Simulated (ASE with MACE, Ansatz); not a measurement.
# Binding curve of Cu(111) on Ru(0001), film 10.5 Å thick (80 atoms)

The cell holds 80 atoms: 32 Ru and 48 Cu. Its edges and angles: a = 7.183 Å, b = 7.183 Å, c = 33.063 Å, α = 90.0°, β = 90.0°, γ = 81.8°. It derives from Ru and Cu (Ru). The starting structure: Cu(111) slab, 6 repeats (10.5 Å between outer planes), strained in the plane by up to 5.6 % to a cell of 51 Å^2 of Ru(0001) (2 repeats); 14 Å of vacuum, lowest layers held; starting gap 2.15 Å. Of 4 lateral registries the lowest after a short relaxation was kept. Relaxed with the MACE-MP-0b2 potential. Lattice constants are starting values near those of PBE. Regions: Ru, 32 atoms (32 Ru); Cu, 48 atoms (48 Cu). Vacuum lies along c.

Calculated with Ansatz 0.2.0: Kohn-Sham DFT, PBE, PAW (set soft_2), plane waves; cutoff 420 eV, k-mesh 3×3×1, fermi-dirac smearing of 0.1 eV. The upper part (Cu) is moved rigidly along the normal by z from its relaxed place. Energies are the whole cell less its two frozen parts, over the face of 51.07 Å².

| shift z (Å) | interaction energy (meV/Å²) |
| --- | --- |
| -0.4 | -114.9 |
| -0.2 | -193.1 |
| +0.0 | -212.5 |
| +0.3 | -188.6 |
| +0.6 | -144.4 |
| +1.0 | ? |
| +1.6 | -38.15 |
| +2.4 | -10.44 |
| +3.5 | -1.754 |

Task: Fit the universal binding curve to the rows given and interpolate to the withheld row.

**Working.**

The universal binding curve is E(z) = −D (1 + z/l) exp(−z/l), whose curvature at z = 0 is D/l². The depth is D = 212.5 meV/Å². A parabola through the rows at −0.2, 0 and +0.3 Å has the curvature 2 {[E(0.3) − E(0)]/0.3 + [E(−0.2) − E(0)]/0.2} / 0.5 = 706.2 meV/Å⁴, so l = √(D / curvature) = 0.549 Å. At z = 1 Å, z/l = 1.823.

Prediction at +1.0: -96.89 meV/Å². The run gave -89.82 meV/Å², so the fit is low by 7.1 meV/Å² (7.9 % of the value).

The curve's steepest slope, D/(e l) at z = l, is 22.8 GPa, an estimate of the stress that rigid separation needs. Among the rows given, the largest miss of the fit is at +1.6, by 6.9 meV/Å² (3.3 % of the range of the table).

Limits: The parts are rigid, and they also feel their periodic images through the vacuum. The functional has no dispersion term.

[Hosts, paths, dates, database ids (printed as entryN), source tags and the programs' standing remarks are cut or masked in the printed files.]
